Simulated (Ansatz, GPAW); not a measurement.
# Work function of Cl/Ti(0001) at several levels, part 3 of 3

Wanted: work functions and dipole of Cl/Ti(0001), with the cost of each level.

GPAW 26.7.0 and Ansatz 0.2.0; Ansatz plane waves; slab in vacuum with a dipole correction, relaxation; PAW set soft_1 (the session's first sound run).

So far, upper work function (eV): step 2 (relaxing the atoms, PBE) 4.33; step 5 (self-consistent run: xc = "vdW-DF2", GPAW, PAW setups, GPAW) 4.85; step 6 (OptPBE vdW: xc = "optPBE-vdW", GPAW, PAW setups, GPAW) 4.60; step 7 (real-space grid: mode = "fd", PBE, GPAW) 4.32; step 8 (atomic orbitals: mode = "lcao", PBE, GPAW) 4.30.

### Step 10. A second plane-wave code

A second program with its own datasets checks the number independently.

This step: Ansatz plane waves; slab in vacuum with a dipole correction; PAW set soft_1 (Ansatz 0.2.0).

The input, input.yaml:

```yaml
crystal:
  lattice:
    - [2.95, 0.0, 0.0]
    - [1.475, 2.5547749412, 0.0]
    - [0.0, 0.0, 27.1872628553]
  atoms:
    - { symbol: Ti, position: [0.6666666667, 0.6666666667, 0.3310373703] }
    - { symbol: Ti, position: [0.0, 0.0, 0.417191685] }
    - { symbol: Ti, position: [0.6666666667, 0.6666666667, 0.5042362746] }
    - { symbol: Ti, position: [0.0, 0.0, 0.588500589] }
    - { symbol: Cl, position: [0.6666666667, 0.6666666667, 0.6518756524] }
kpoints:
  mp_grid: { grid: [12, 12, 1] }
hamiltonian:
  xc: pbe
  pseudopotentials: { kind: paw, azcp: { folder: soft_1 } }
scf:
  occupations: { method: fermi_dirac, width: 0.1 }
efield:
  axis: 3
  dipole_correction: true
  ramp_width: 0.05
output:
  forces: true
  write_potential: true
  write_density: true
  volumetric_format: npy
  elf: true
```

Run with:

```bash
ansatz run input.yaml --threads 4 --pin off --max-ram 8192MiB --backend cpu --events-out ev --progress --plain --runs-dir out
```

Numbers of over 12 decimals in the logs are rounded to 6 here.

Log:

```text
[...]
Crystal: 5 atoms, lattice volume = 204.899 Å³
Basis set: ecut = 420 eV, 3943 PW (Γ), exchange–correlation on 40×40×384 points (8 copies of the dense FFT grid, shifted against one another)
Bands: 33, of which v1, the nominal top of the filled ones, is band 28 counted from 1 (27 counted from 0)
Symmetry: 6 space group operations
[...]
k-points: 19 of 144 (time reversal used)
[...]
SCF iter   1: F=—  HF=-11082.119713 eV  |F-HF|=—  |Δ(HF+E_count)|=         —  Δρ=4.75e-2  dr2=6.16e1  ethr=3.10e-3  p=0.000 e·Å  D=3.28e-7 V/Å  ΔV_dip=-0.00 eV  dr2_dipole=5.27e0  V_vac-E_F(+/−)=7.97/7.97 eV  ⟨swp⟩=9.1  Hψ=3232  notcnv=0
[...]
SCF iter  12: F=-11079.167755 eV  HF=-11079.167755 eV  |F-HF|=1.37e-8  |Δ(HF+E_count)|=   2.27e-7  Δρ=2.54e-6  dr2=1.93e-8  ethr=1.82e-10  p=0.003 e·Å  D=3.00e-3 V/Å  ΔV_dip=-0.08 eV  dr2_dipole=4.54e-12  V_vac-E_F(+/−)=4.32/4.40 eV  ⟨swp⟩=15.1  Hψ=5926  notcnv=0
SCF 1 converged in 12 iterations: F = -11079.167755 eV  dr2 = 1.93e-8
[...]
SCF converged after 12 iterations
Free energy (F): -11079.167755 eV
[...]
Internal energy: -11078.947813 eV  (E = F + TS)
E sigma→0 (E₀):  -11079.057784 eV
Entropy (-TS):   -0.219942 eV (-43.988 meV/atom)
Fermi energy:    2.745919 eV
Dipole field:    D = 0.003003 V/Å  (p = 0.003400 e·Å, saw-weighted, corrected)
Work function:   Φ+ = 4.3227 eV   Φ− = 4.4044 eV
[...]
--- Forces (eV/Å), atoms counted from 1 ---
  atom   1  Ti    -0.00000000     0.00000000     0.54644776
  atom   2  Ti     0.00000000    -0.00000000    -0.54751235
  atom   3  Ti     0.00000000     0.00000000     0.00081676
  atom   4  Ti     0.00000000    -0.00000000    -0.00197345
  atom   5  Cl     0.00000000    -0.00000000     0.00219365
  max |Σ_I F_I| component: 2.76e-5 eV/Å
--- Band table (eV; the first three rows and the last of 19) ---
  k-point 0: bands = [... 24 lower, 2.6314, 3.0096, 3.1362, 3.4432, 3.4432, 3.4593, 3.5070, 3.5070, ... 1 higher]
  k-point 1: bands = [... 24 lower, 2.5818, 2.9076, 2.9915, 3.2465, 3.3147, 3.4581, 3.5219, 3.6160, ... 1 higher]
  k-point 2: bands = [... 24 lower, 2.3093, 2.5372, 2.8077, 2.9386, 3.0512, 3.3450, 3.5896, 3.7052, ... 1 higher]
  k-point 18: bands = [... 24 lower, 1.5432, 2.0548, 2.1484, 2.6873, 2.7141, 2.8504, 3.0283, 3.5392, ... 1 higher]
```

It took 3.2 s on 4 threads of Intel Xeon 6975P-C (Granite Rapids), shared host; peak memory 0.61 GiB.

Numbers from this step:

| Quantity | Value |
| --- | --- |
| upper work function | 4.323 eV |
| lower work function | 4.404 eV |
| dipole along the normal | 0.003400 e·Å |
| dipole field | 0.003003 V/Å |
| vacuum level above | 7.069 eV |
| vacuum level below | 7.150 eV |

The electrostatic potential energy of an electron (with the applied field's), less the Fermi level, planar mean oscillates, so the rows of the table below give means over windows of 2.27 Å about each position, cut where the curve ends. Its maxima inside the range that stand out by 2 % of the span (Å: eV): 10.2: -0.183, 12.5: -0.315, 14.9: -0.427, 17.0: -5.12. Its minima: 8.9: -14.0, 11.3: -13.9, 13.7: -13.9, 16.0: -14.2, 17.7: -10.8.

Table of electrostatic potential energy of an electron (with the applied field's), less the Fermi level, planar mean by z; means over each step:

z (Å), electrostatic potential energy of an electron (with the applied field's), less the Fermi level, planar mean (eV) and a bar from the least value:
```
     1.14        4.4 ##############################
     3.41        4.4 ##############################
     5.68        4.3 ##############################
     7.95       -3.1 ##############
    10.22       -7.0 #####
    12.49       -7.0 ######
    14.76       -7.4 #####
    17.03       -9.6 
    19.30        2.6 ##########################
    21.57        4.3 ##############################
    23.84        4.3 ##############################
    26.11        4.3 ##############################
```

The valence density, planar mean oscillates, so the rows of the table below give means over windows of 2.27 Å about each position, cut where the curve ends. Its maxima inside the range that stand out by 2 % of the span (Å: e/Å³): 9.1: 1.51, 11.3: 1.53, 13.7: 1.53, 16.0: 1.54, 17.6: 0.652. Its minima: 10.2: 0.191, 12.5: 0.186, 14.9: 0.201, 16.9: 0.375.

Valence density, planar mean against z; means over each step:

```csv
z (Å),"valence density, planar mean (e/Å³)"
3.41,1.4e-5
5.68,0.00229
7.95,0.399
10.22,0.656
12.49,0.637
14.76,0.691
17.03,0.736
19.30,0.0933
21.57,5.8e-5
```

Force by atom:

```csv
atom,x (eV/Å),y (eV/Å),z (eV/Å),size
Ti1,0.000,0.000,0.546,0.546
Ti2,0.000,0.000,-0.548,0.548
Ti3,0.000,0.000,0.001,0.001
Ti4,0.000,0.000,-0.002,0.002
Cl5,0.000,0.000,0.002,0.002
```

ELF in the ca plane at fractional y = 0.667, with atoms of Ti and Cl within 0.2 Å of it. It is the smooth field of the valence electrons, not physical close to the nuclei.

Values, 5 rows by 16 columns, each cell a mean:
```
0.54 0.29 0.32 0.33 0.39 0.41 0.35 0.22 0.76 0.84 0.47 0.03 0.00 0.00 0.00 0.00
0.68 0.40 0.71 0.48 0.58 0.59 0.49 0.41 0.61 0.69 0.61 0.06 0.00 0.00 0.00 0.00
0.54 0.29 0.32 0.33 0.39 0.41 0.35 0.22 0.76 0.84 0.47 0.03 0.00 0.00 0.00 0.00
0.21 0.28 0.18 0.22 0.25 0.26 0.21 0.19 0.33 0.37 0.08 0.00 0.00 0.00 0.00 0.00
0.21 0.28 0.18 0.22 0.25 0.26 0.21 0.19 0.33 0.37 0.08 0.00 0.00 0.00 0.00 0.00
```
Columns run along c (16.0 Å, from fractional 0.33 to 0.91 of the cell), rows up along a (3.0 Å). Atoms in or near the plane, at fractional coordinates: Ti at (0.33, 0.67), Ti at (0.50, 0.67), Cl at (0.65, 0.67).

Electrostatic potential energy in the ca plane at fractional y = 0.667, with atoms of Ti and Cl within 0.2 Å of it. With pseudopotentials it is smooth inside the atoms' cores, unlike the true potential.

Ten even steps from '0' (-39 eV) to '9' (7 eV), each cell a mean:
```
22589888888742258888888533699999999999999999
00268999998510027899886100289999999999999999
00168999998400016899985000179999999999999999
00278999998510027898886200389999999999999999
33689887888753468887788645799999999999999999
78898865789887889876578888999999999999999999
88998754689998899875468999999999999999999999
77898866789887789876678888999999999999999999
```
Columns run along c (16.0 Å, from fractional 0.33 to 0.91 of the cell; values clipped at the 3rd and 97th percentile), rows up along a (3.0 Å). Atoms in or near the plane, at fractional coordinates: Ti at (0.33, 0.67), Ti at (0.50, 0.67), Cl at (0.65, 0.67).

Valence density in the ca plane at fractional y = 0.667, with atoms of Ti and Cl within 0.2 Å of it. It is the smooth field of the valence electrons, not physical close to the nuclei.

Ten steps, logarithmic in the rise over the least value, from '0' (0 e/Å³) to '9' (11 e/Å³), each cell a mean:
```
66422222222246642222223555421000000000000000
98632222222479863222224555531000000000000000
99732222222589973222234545541000000000000000
88632222222478863222224555531000000000000000
55322222222245532222223455420000000000000000
22222233322222222223322232210000000000000000
22222234322222222224432221100000000000000000
22222233222222222223322333210000000000000000
```
Columns run along c (16.0 Å, from fractional 0.33 to 0.91 of the cell), rows up along a (3.0 Å). Atoms in or near the plane, at fractional coordinates: Ti at (0.33, 0.67), Ti at (0.50, 0.67), Cl at (0.65, 0.67).

The upper face's work function is 4.323 eV, against 4.316 eV in the first plane-wave PBE run at this geometry.

### Step 11. Side by side

Results and costs are gathered.

This step: comparison of work functions, dipole and cost; PAW set soft_1 (GPAW 26.7.0).

Ladder, by row:

```csv
step,code,"work function, upper (eV)","work function, lower (eV)",dipole (e Å),wall time (s),peak memory (GiB),threads
pw,GPAW,4.316,4.408,0.003856,87.04,0.24,1
RPBE,GPAW,4.203,4.298,0.003949,77,0.23,1
vdW-DF2,GPAW,4.846,4.625,-0.009166,153.6,0.37,1
optPBE-vdW,GPAW,4.6,4.55,-0.002026,95.23,0.37,1
fd,GPAW,4.32,4.405,0.003578,466.4,0.99,1
lcao,GPAW,4.298,4.394,0.004002,1219,0.41,1
ansatz,Ansatz,4.323,4.404,0.0034,3.17,0.615,4
```

### Step 12. A changed run

One more run, with changed settings.

This step: GPAW, PAW setups; slab in vacuum (GPAW 26.7.0).

The input, run.py:

```python
import json
import numpy as np
from ase import Atoms
from gpaw import GPAW, PW

slab = Atoms(
    ['Ti', 'Ti', 'Ti', 'Ti', 'Cl'],
    positions=[
        [2.95000, 1.70318, 9.00000],
        [-0.00000, -0.00000, 11.34230],
        [2.95000, 1.70318, 13.70880],
        [-0.00000, -0.00000, 15.99972],
        [2.95000, 1.70318, 17.72271]],
    cell=[[2.95, 0.0, 0.0], [1.475, 2.55477, 0.0], [0.0, 0.0, 27.18726]],
    pbc=[True, True, False])

slab.calc = GPAW(mode=PW(400), xc='pbe96', kpts={'size': (12, 12, 1), 'gamma': True},
                 occupations={'name': 'fermi-dirac', 'width': 0.1}, nbands='160%',
                 convergence={'density': 1e-05}, maxiter=75,
                 poissonsolver={'dipolelayer': 'xy'},
                 symmetry={'tolerance': 1e-3}, txt='slab.txt')
result = {}
energy = slab.get_potential_energy()
fermi = slab.calc.get_fermi_level()
v = slab.calc.get_electrostatic_potential().mean((0, 1)) - fermi
n = slab.calc.get_pseudo_density().mean((0, 1))
L = slab.cell[2, 2]
z = np.arange(len(v)) * L / len(v)
low, high = slab.positions[:, 2].min(), slab.positions[:, 2].max()
below, above = np.interp([low - 6.8, high + 6.8], z, v)
slopes = [np.interp(x, z, np.gradient(v, z)) for x in (low - 6.8, high + 6.8)]
eps = np.array([[slab.calc.get_eigenvalues(k, s) for k in range(len(slab.calc.get_ibz_k_points()))]
                for s in range(slab.calc.get_number_of_spins())]) - fermi
top, bottom = eps[eps < 0].max(), eps[eps > 0].min()
dipole = slab.get_dipole_moment()[2]
print(f'energy {energy:.4f} eV, Fermi level {fermi:.4f} eV, dipole {dipole:.5f} e A')
print(f'potential 6.8 A off the faces, from the Fermi level: lower {below:.4f} eV, upper {above:.4f} eV')
print(f'slope of the potential there: lower {slopes[0]:.5f}, upper {slopes[1]:.5f} eV/A')
print(f'nearest levels on the mesh: {top:.4f} and {bottom:.4f} eV')
print('magnetic moment', round(slab.get_magnetic_moment(), 3))
result.update(energy=energy, fermi=fermi, dipole=dipole, below=below, above=above, slopes=slopes, edges=[top, bottom],
              z=z.tolist(), v=v.tolist(), n=n.tolist(), positions=slab.positions.tolist(),
              forces=slab.get_forces(apply_constraint=False).tolist(), moments=slab.get_magnetic_moments().tolist())
json.dump(result, open('result.json', 'w'))
```

Run with:

```bash
OMP_NUM_THREADS=1 OPENBLAS_NUM_THREADS=1 python run.py
```

Log:

```text
NameError: Unknown functional: pbe96.
```

Wall time 0.63 s (1 thread); peak memory 0.1 GiB.

The program refused the input before any cycle.

The program's message: “NameError: Unknown functional: pbe96.”

The change that led to it: xc = "pbe96".

### Step 13. Results

| Quantity | Value |
| --- | --- |
| work function, upper and lower face | 4.316 and 4.408 eV |
| dipole along the normal | 0.00386 e Å |

In words: With plane waves and PBE the work function is 4.32 eV on the upper face and 4.41 eV on the lower. The two faces differ by 0.092 eV, the step that the slab's dipole makes (e p/(ε0 A) gives 0.093 eV), so the dipole layer is needed. Over the sound runs of the table the upper face's work function spans 4.203 (RPBE) to 4.846 eV (vdW-DF2). The two plane-wave codes differ by 0.0067 eV on the upper face. The cell of 7.54 Å² holds one Cl, started on one chosen site; other sites and coverages weren't tried. The runs had no spin polarisation, so a magnetic state, which thin layers of d-metal atoms can have, wasn't tested. The in-plane lattice was kept as typed, which isn't the functional's own and leaves some strain; spin-orbit coupling and temperature are left out.

[Logs are printed without paths, hosts, clocks, repeated set-up lines and the standing remarks that a program may print on its own settings, such as how far it seeks lower states.]

[Hosts, paths, dates, database ids (printed as entryN), source tags and the programs' standing remarks are cut or masked in the printed files.]
